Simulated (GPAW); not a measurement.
## Work function of H-GaAs-H chair monolayer at several levels

How far do functional and basis move the work function of H-GaAs-H chair monolayer? Where a layer proves gapped, the work function hangs on where the smearing puts the Fermi level, and the band edges take its place.

Program: GPAW 26.7.0. Level of theory: GPAW, PAW setups; layer in a repeated cell with vacuum, relaxation of atoms and in-plane cell, in the first sound run; inputs show where later runs differ. Results are calculated unless marked as measured.

**1. Starting point**

The cell holds 4 atoms: 2 H, 1 As and 1 Ga. Its edges and angles: a = 3.977 Å, b = 3.977 Å, c = 21.833 Å, α = 90.0°, β = 90.0°, γ = 120.0°. Vacuum lies along c.

**2. Relaxing the atoms**

Forces are removed first; all later runs use this geometry.

run.py reads:

```python
import json
import numpy as np
from ase import Atoms
from ase.filters import FrechetCellFilter
from ase.optimize import BFGS
from gpaw import GPAW, PW

slab = Atoms(
    ['H', 'As', 'Ga', 'H'],
    positions=[
        [1.98825, 1.14792, 9.00000],
        [1.98825, 1.14792, 10.50000],
        [-0.00000, 2.29583, 11.30333],
        [-0.00000, 2.29583, 12.83333]],
    cell=[[3.9765, 0.0, 0.0], [-1.98825, 3.44375, 0.0], [0.0, 0.0, 21.8333]],
    pbc=[True, True, True])

slab.calc = GPAW(mode=PW(600), xc='PBE', kpts={'size': (9, 9, 1), 'gamma': True},
                 occupations={'name': 'fermi-dirac', 'width': 0.05}, nbands='200%',
                 convergence={'density': 1e-05}, maxiter=200,
                 symmetry={'tolerance': 1e-3}, txt='slab.txt')
result = {}
# The in-plane cell is free; stress needs a cell that repeats along all three vectors
path = []
opt = BFGS(FrechetCellFilter(slab, mask=[1, 1, 0, 0, 0, 1]), maxstep=0.2)
opt.attach(lambda: path.append((slab.get_potential_energy(), slab.positions.tolist(), slab.get_forces().tolist())))
result['relaxed'] = bool(opt.run(fmax=0.02, steps=45))
result['path'] = path
result['cell'] = slab.cell.tolist()
print('in-plane lattice', slab.cell.cellpar().round(4)[[0, 1, 5]])
energy = slab.get_potential_energy()
fermi = slab.calc.get_fermi_level()
v = slab.calc.get_electrostatic_potential().mean((0, 1)) - fermi
n = slab.calc.get_pseudo_density().mean((0, 1))
L = slab.cell[2, 2]
z = np.arange(len(v)) * L / len(v)
low, high = slab.positions[:, 2].min(), slab.positions[:, 2].max()
below, above = np.interp([low - 6.8, high + 6.8], z, v)
slopes = [np.interp(x, z, np.gradient(v, z)) for x in (low - 6.8, high + 6.8)]
eps = np.array([[slab.calc.get_eigenvalues(k, s) for k in range(len(slab.calc.get_ibz_k_points()))]
                for s in range(slab.calc.get_number_of_spins())]) - fermi
top, bottom = eps[eps < 0].max(), eps[eps > 0].min()
dipole = slab.get_dipole_moment()[2]
print(f'energy {energy:.4f} eV, Fermi level {fermi:.4f} eV, dipole {dipole:.5f} e A')
print(f'potential 6.8 A off the faces, from the Fermi level: lower {below:.4f} eV, upper {above:.4f} eV')
print(f'slope of the potential there: lower {slopes[0]:.5f}, upper {slopes[1]:.5f} eV/A')
print(f'nearest levels on the mesh: {top:.4f} and {bottom:.4f} eV')
print('magnetic moment', round(slab.get_magnetic_moment(), 3))
result.update(energy=energy, fermi=fermi, dipole=dipole, below=below, above=above, slopes=slopes, edges=[top, bottom],
              z=z.tolist(), v=v.tolist(), n=n.tolist(), positions=slab.positions.tolist(),
              forces=slab.get_forces(apply_constraint=False).tolist(), moments=slab.get_magnetic_moments().tolist())
json.dump(result, open('result.json', 'w'))
```

Run with:

```bash
$ OMP_NUM_THREADS=1 OPENBLAS_NUM_THREADS=1 python run.py
```

The program printed:

```text
Step          Energy          fmax
BFGS:    0      -14.220816        1.010319
BFGS:    1      -14.245151        0.582862
BFGS:    2      -14.267942        0.375966
BFGS:    3      -14.278674        0.431876
BFGS:    4      -14.292032        0.408792
BFGS:    5      -14.298908        0.283952
BFGS:    6      -14.301619        0.140251
BFGS:    7      -14.302371        0.097914
BFGS:    8      -14.303163        0.149650
BFGS:    9      -14.304399        0.166460
BFGS:   10      -14.305711        0.115694
BFGS:   11      -14.306377        0.046626
BFGS:   12      -14.306510        0.019887
in-plane lattice [  4.0987   4.0987 120.    ]
energy -14.3065 eV, Fermi level -3.0604 eV, dipole -0.12569 e A
potential 6.8 A off the faces, from the Fermi level: lower 4.3995 eV, upper 4.7089 eV
slope of the potential there: lower -0.07154, upper -0.07146 eV/A
nearest levels on the mesh: -0.8425 and 0.8060 eV
magnetic moment 0.0
```

Wall time 3.5 min (1 thread of Arm Neoverse V2, shared host); peak memory 0.39 GiB.

Numbers from this step:

```
dipole along the normal                    : -0.1257 e·Å
levels nearest the Fermi level on the mesh : -0.8425, 0.8060 eV from the Fermi level
```

Electrostatic potential energy of an electron (without an applied field's), less the Fermi level, planar mean against z:

| z (Å) | electrostatic potential energy of an electron (without an applied field's), less the Fermi level, planar mean (eV) |
| --- | --- |
| 0 | 4.55 |
| 1 | 4.48 |
| 2 | 4.41 |
| 3 | 4.34 |
| 4 | 4.27 |
| 5 | 4.20 |
| 6 | 4.13 |
| 7 | 4.05 |
| 8 | 3.86 |
| 9 | 2.05 |
| 10 | -3.58 |
| 11 | -10.9 |
| 12 | 0.266 |
| 13 | 3.31 |
| 14 | 5.01 |
| 15 | 5.04 |
| 16 | 4.97 |
| 17 | 4.90 |
| 18 | 4.83 |
| 19 | 4.76 |
| 20 | 4.69 |
| 21 | 4.61 |

The pseudo valence density, planar mean oscillates, so the rows of the table below give means over windows of 1 Å about each position, cut where the curve ends. Its maxima inside the range that stand out by 2 % of the span (Å: e/Å³): 10.1: 0.220, 10.8: 0.312, 11.7: 0.142. Its minima: 10.5: 0.199, 11.4: 0.105.

Table of pseudo valence density, planar mean by z; means over each step:

z (Å), pseudo valence density, planar mean (e/Å³) and a bar:
```
        6      0.000 
        7      0.000 
        8      0.010 #
        9      0.084 ############
       10      0.184 ##########################
       11      0.215 ##############################
       12      0.117 ################
       13      0.069 ##########
       14      0.008 #
       15      0.000 
       16      0.000
```

The relaxation lowered the energy of the cell by 0.0857 eV (energies extrapolated to zero smearing; the optimiser's log prints free energies). The largest force left on a free atom is 0.020 eV/Å.

**3. The slab's potential**

The work function is the vacuum plateau of the electrostatic potential less the Fermi level; a dipole layer lets the two faces have plateaus of their own.

This step: GPAW, PAW setups; slab in vacuum (GPAW 26.7.0).

The cell differs from the one that the last finished run ended in (c 21.833 → 21.906 Å).

Changes to run.py since step 2:

```diff
@@ -3,4 +3,2 @@
 from ase import Atoms
-from ase.filters import FrechetCellFilter
-from ase.optimize import BFGS
 from gpaw import GPAW, PW
@@ -10,22 +8,15 @@
     positions=[
-        [1.98825, 1.14792, 9.00000],
-        [1.98825, 1.14792, 10.50000],
-        [-0.00000, 2.29583, 11.30333],
-        [-0.00000, 2.29583, 12.83333]],
-    cell=[[3.9765, 0.0, 0.0], [-1.98825, 3.44375, 0.0], [0.0, 0.0, 21.8333]],
-    pbc=[True, True, True])
+        [2.04936, 1.18320, 9.00000],
+        [2.04936, 1.18320, 10.52845],
+        [0.00000, 2.36639, 11.31283],
+        [0.00000, 2.36639, 12.90643]],
+    cell=[[4.09872, -0.0, 0.0], [-2.04936, 3.5496, 0.0], [0.0, 0.0, 21.9064]],
+    pbc=[True, True, False])
 
-slab.calc = GPAW(mode=PW(600), xc='PBE', kpts={'size': (9, 9, 1), 'gamma': True},
+slab.calc = GPAW(mode=PW(500), xc='PBE', kpts={'size': (9, 9, 1), 'gamma': True},
                  occupations={'name': 'fermi-dirac', 'width': 0.05}, nbands='200%',
                  convergence={'density': 1e-05}, maxiter=200,
+                 poissonsolver={'dipolelayer': 'xy'},
                  symmetry={'tolerance': 1e-3}, txt='slab.txt')
 result = {}
-# The in-plane cell is free; stress needs a cell that repeats along all three vectors
-path = []
-opt = BFGS(FrechetCellFilter(slab, mask=[1, 1, 0, 0, 0, 1]), maxstep=0.2)
-opt.attach(lambda: path.append((slab.get_potential_energy(), slab.positions.tolist(), slab.get_forces().tolist())))
-result['relaxed'] = bool(opt.run(fmax=0.02, steps=45))
-result['path'] = path
-result['cell'] = slab.cell.tolist()
-print('in-plane lattice', slab.cell.cellpar().round(4)[[0, 1, 5]])
 energy = slab.get_potential_energy()
```

The program printed:

```text
energy -14.2913 eV, Fermi level -3.0675 eV, dipole -0.10377 e A
potential 6.8 A off the faces, from the Fermi level: lower 3.9118 eV, upper 5.2001 eV
slope of the potential there: lower -0.00047, upper -0.00041 eV/A
nearest levels on the mesh: -0.8434 and 0.8054 eV
magnetic moment 0.0
```

The job ended after 17 s (1 thread; peak memory 0.26 GiB).

Numbers from this step:

| Property | Result |
| --- | --- |
| dipole along the normal | -0.1038 e·Å |
| levels nearest the Fermi level on the mesh | -0.8434, 0.8054 eV from the Fermi level |
| upper work function | 5.200 eV |
| lower work function | 3.912 eV |
| upper ionisation energy | 6.043 eV |

The electrostatic potential energy of an electron (without an applied field's), less the Fermi level, planar mean by z:

| z (Å) | electrostatic potential energy of an electron (without an applied field's), less the Fermi level, planar mean (eV) |
| --- | --- |
| 0.0 | 4.56 |
| 0.5 | 3.91 |
| 1.0 | 3.91 |
| 1.5 | 3.91 |
| 2.0 | 3.91 |
| 2.5 | 3.91 |
| 3.0 | 3.91 |
| 3.5 | 3.91 |
| 4.0 | 3.91 |
| 4.5 | 3.91 |
| 5.0 | 3.91 |
| 5.5 | 3.91 |
| 6.0 | 3.91 |
| 6.5 | 3.91 |
| 7.0 | 3.91 |
| 7.5 | 3.89 |
| 8.0 | 3.80 |
| 8.5 | 3.38 |
| 9.0 | 2.06 |
| 9.5 | 1.98 |
| 10.0 | -3.10 |
| 10.5 | -11.9 |
| 11.0 | -11.0 |
| 11.5 | -7.38 |
| 12.0 | -0.0215 |
| 12.5 | 3.11 |
| 13.0 | 3.25 |
| 13.5 | 4.71 |
| 14.0 | 5.09 |
| 14.5 | 5.18 |
| 15.0 | 5.19 |
| 15.5 | 5.20 |
| 16.0 | 5.20 |
| 16.5 | 5.20 |
| 17.0 | 5.20 |
| 17.5 | 5.20 |
| 18.0 | 5.20 |
| 18.5 | 5.20 |
| 19.0 | 5.20 |
| 19.5 | 5.20 |
| 20.0 | 5.20 |
| 20.5 | 5.20 |
| 21.0 | 5.20 |
| 21.5 | 5.17 |

The pseudo valence density, planar mean oscillates, so the rows of the table below give means over windows of 1 Å about each position, cut where the curve ends. Its maxima inside the range that stand out by 2 % of the span (Å: e/Å³): 10.2: 0.217, 11.0: 0.303, 11.9: 0.142. Its minima: 10.4: 0.195, 11.5: 0.108.

Table of pseudo valence density, planar mean by z; means over each step:

| z (Å) | pseudo valence density, planar mean (e/Å³) |
| --- | --- |
| 6 | 1.9e-5 |
| 7 | 4.0e-4 |
| 8 | 0.00927 |
| 9 | 0.0809 |
| 10 | 0.183 |
| 11 | 0.217 |
| 12 | 0.118 |
| 13 | 0.0707 |
| 14 | 0.00791 |
| 15 | 4.0e-4 |
| 16 | 1.8e-5 |

The layer is gapped, so the Fermi level lies somewhere inside the gap, set by smearing and numerics, and these work functions are no property of the material; the band edges below the vacuum level are. The potential is flat to 4.7e-4 eV/Å where it is read, so the vacuum is wide enough.

**4. Self-consistent run: xc = "RPBE"**

The same geometry under RPBE, to see how far the functional moves the levels against the vacuum.

Changes to run.py since step 3:

```diff
@@ -15,3 +15,3 @@
 
-slab.calc = GPAW(mode=PW(500), xc='PBE', kpts={'size': (9, 9, 1), 'gamma': True},
+slab.calc = GPAW(mode=PW(500), xc='RPBE', kpts={'size': (9, 9, 1), 'gamma': True},
                  occupations={'name': 'fermi-dirac', 'width': 0.05}, nbands='200%',
```

The program printed:

```text
energy -13.6054 eV, Fermi level -2.9763 eV, dipole -0.10568 e A
potential 6.8 A off the faces, from the Fermi level: lower 3.8203 eV, upper 5.1325 eV
slope of the potential there: lower -0.00048, upper -0.00041 eV/A
nearest levels on the mesh: -0.8848 and 0.8482 eV
magnetic moment 0.0
```

It took 18 s on 1 thread; peak memory 0.26 GiB.

Numbers from this step:

- dipole along the normal: -0.1057 e·Å
- levels nearest the Fermi level on the mesh: -0.8848, 0.8482 eV from the Fermi level
- upper work function: 5.132 eV
- lower work function: 3.820 eV
- upper ionisation energy: 6.017 eV

Table of electrostatic potential energy of an electron (without an applied field's), less the Fermi level, planar mean by z:

| z (Å) | electrostatic potential energy of an electron (without an applied field's), less the Fermi level, planar mean (eV) |
| --- | --- |
| 0 | 4.48 |
| 1 | 3.82 |
| 2 | 3.82 |
| 3 | 3.82 |
| 4 | 3.82 |
| 5 | 3.82 |
| 6 | 3.82 |
| 7 | 3.81 |
| 8 | 3.70 |
| 9 | 1.95 |
| 10 | -3.24 |
| 11 | -11.2 |
| 12 | -0.185 |
| 13 | 3.16 |
| 14 | 5.02 |
| 15 | 5.13 |
| 16 | 5.13 |
| 17 | 5.13 |
| 18 | 5.13 |
| 19 | 5.13 |
| 20 | 5.13 |
| 21 | 5.13 |

The pseudo valence density, planar mean oscillates, so the rows of the table below give means over windows of 1 Å about each position, cut where the curve ends. Its maxima inside the range that stand out by 2 % of the span (Å: e/Å³): 10.2: 0.217, 11.0: 0.303, 11.9: 0.141. Its minima: 10.4: 0.196, 11.5: 0.108.

Table of pseudo valence density, planar mean by z; means over each step:

| z (Å) | pseudo valence density, planar mean (e/Å³) |
| --- | --- |
| 6 | 2.0e-5 |
| 7 | 4.2e-4 |
| 8 | 0.00929 |
| 9 | 0.0811 |
| 10 | 0.182 |
| 11 | 0.217 |
| 12 | 0.117 |
| 13 | 0.0711 |
| 14 | 0.00795 |
| 15 | 4.2e-4 |
| 16 | 1.9e-5 |

Force by atom:

| atom | x (eV/Å) | y (eV/Å) | z (eV/Å) | size |
| --- | --- | --- | --- | --- |
| H1 | 0.0000 | 0.0000 | -0.0528 | 0.0528 |
| As2 | 0.0000 | 0.0000 | -0.0874 | 0.0874 |
| Ga3 | 0.0000 | 0.0000 | 0.0564 | 0.0564 |
| H4 | 0.0000 | 0.0000 | 0.0837 | 0.0837 |

The highest filled level lies 0.885 eV under the Fermi level, so the ionisation energy from the upper face is 5.132 + 0.885 = 6.017 eV, against 6.043 eV in the base run.

**5. OptPBE vdW: xc = "optPBE-vdW"**

The same geometry under optPBE-vdW, to see how far the functional moves the levels against the vacuum (the van der Waals functionals take revPBE setups).

Changes to run.py since step 4:

```diff
@@ -15,3 +15,3 @@
 
-slab.calc = GPAW(mode=PW(500), xc='RPBE', kpts={'size': (9, 9, 1), 'gamma': True},
+slab.calc = GPAW(mode=PW(500), xc='optPBE-vdW', kpts={'size': (9, 9, 1), 'gamma': True},
                  occupations={'name': 'fermi-dirac', 'width': 0.05}, nbands='200%',
```

The program printed:

```text
energy -37.4183 eV, Fermi level -3.2522 eV, dipole -0.10436 e A
potential 6.8 A off the faces, from the Fermi level: lower 4.1323 eV, upper 5.4281 eV
slope of the potential there: lower -0.00047, upper -0.00041 eV/A
nearest levels on the mesh: -0.8328 and 0.7947 eV
magnetic moment 0.0
```

Wall time 29 s (1 thread); peak memory 0.6 GiB.

Numbers from this step:

```yaml
dipole_along_the_normal: -0.1044 e·Å
levels_nearest_the_fermi_level_on_the_mesh: -0.8328, 0.7947 eV from the Fermi level
upper_work_function: 5.428 eV
lower_work_function: 4.132 eV
upper_ionisation_energy: 6.261 eV
```

The highest filled level lies 0.833 eV under the Fermi level, so the ionisation energy from the upper face is 5.428 + 0.833 = 6.261 eV, against 6.043 eV in the base run.

**6. Self-consistent run: xc = "LDA"**

The same geometry under LDA, to see how far the functional moves the levels against the vacuum.

Changes to run.py since step 5:

```diff
@@ -15,3 +15,3 @@
 
-slab.calc = GPAW(mode=PW(500), xc='optPBE-vdW', kpts={'size': (9, 9, 1), 'gamma': True},
+slab.calc = GPAW(mode=PW(500), xc='LDA', kpts={'size': (9, 9, 1), 'gamma': True},
                  occupations={'name': 'fermi-dirac', 'width': 0.05}, nbands='200%',
```

The program printed:

```text
energy -15.5796 eV, Fermi level -3.2905 eV, dipole -0.09977 e A
potential 6.8 A off the faces, from the Fermi level: lower 4.1321 eV, upper 5.3707 eV
slope of the potential there: lower -0.00045, upper -0.00039 eV/A
nearest levels on the mesh: -0.7679 and 0.7299 eV
magnetic moment 0.0
```

Run time: 16 s. Hardware: 1 thread; peak memory 0.25 GiB.

Numbers from this step:

```yaml
dipole_along_the_normal: -0.09977 e·Å
levels_nearest_the_fermi_level_on_the_mesh: -0.7679, 0.7299 eV from the Fermi level
upper_work_function: 5.371 eV
upper_ionisation_energy: 6.139 eV
```

The highest filled level lies 0.768 eV under the Fermi level, so the ionisation energy from the upper face is 5.371 + 0.768 = 6.139 eV, against 6.043 eV in the base run.

**7. Self-consistent run: xc = "vdW-DF2"**

The same geometry under vdW-DF2, to see how far the functional moves the levels against the vacuum (the van der Waals functionals take revPBE setups).

Changes to run.py since step 6:

```diff
@@ -15,3 +15,3 @@
 
-slab.calc = GPAW(mode=PW(500), xc='LDA', kpts={'size': (9, 9, 1), 'gamma': True},
+slab.calc = GPAW(mode=PW(500), xc='vdW-DF2', kpts={'size': (9, 9, 1), 'gamma': True},
                  occupations={'name': 'fermi-dirac', 'width': 0.05}, nbands='200%',
```

The program printed:

```text
energy -139.7446 eV, Fermi level -3.4492 eV, dipole -0.10395 e A
potential 6.8 A off the faces, from the Fermi level: lower 4.3653 eV, upper 5.6559 eV
slope of the potential there: lower -0.00047, upper -0.00041 eV/A
nearest levels on the mesh: -0.7529 and 0.7155 eV
magnetic moment 0.0
```

Elapsed: 32 s, on 1 thread; peak memory 0.6 GiB.

This step gave:

```
dipole along the normal                    : -0.1040 e·Å
levels nearest the Fermi level on the mesh : -0.7529, 0.7155 eV from the Fermi level
upper work function                        : 5.656 eV
lower work function                        : 4.365 eV
upper ionisation energy                    : 6.409 eV
```

The highest filled level lies 0.753 eV under the Fermi level, so the ionisation energy from the upper face is 5.656 + 0.753 = 6.409 eV, against 6.043 eV in the base run.

**8. Self-consistent run: xc = "revPBE"**

The same geometry under revPBE, to see how far the functional moves the levels against the vacuum.

Changes to run.py since step 7:

```diff
@@ -15,3 +15,3 @@
 
-slab.calc = GPAW(mode=PW(500), xc='vdW-DF2', kpts={'size': (9, 9, 1), 'gamma': True},
+slab.calc = GPAW(mode=PW(500), xc='revPBE', kpts={'size': (9, 9, 1), 'gamma': True},
                  occupations={'name': 'fermi-dirac', 'width': 0.05}, nbands='200%',
```

The program printed:

```text
energy -13.6790 eV, Fermi level -2.9762 eV, dipole -0.10532 e A
potential 6.8 A off the faces, from the Fermi level: lower 3.8147 eV, upper 5.1224 eV
slope of the potential there: lower -0.00048, upper -0.00041 eV/A
nearest levels on the mesh: -0.8788 and 0.8424 eV
magnetic moment 0.0
```

Elapsed: 18 s, on 1 thread; peak memory 0.26 GiB.

Numbers from this step:

| Item | Value |
| --- | --- |
| dipole along the normal | -0.1053 e·Å |
| levels nearest the Fermi level on the mesh | -0.8788, 0.8424 eV from the Fermi level |
| upper work function | 5.122 eV |
| lower work function | 3.815 eV |
| upper ionisation energy | 6.001 eV |

The highest filled level lies 0.879 eV under the Fermi level, so the ionisation energy from the upper face is 5.122 + 0.879 = 6.001 eV, against 6.043 eV in the base run.

[end of part 1 of 2]

[Logs are printed without paths, hosts, clocks, repeated set-up lines and the standing remarks that a program may print on its own settings, such as how far it seeks lower states.]

[Hosts, paths, dates, database ids (printed as entryN), source tags and the programs' standing remarks are cut or masked in the printed files.]
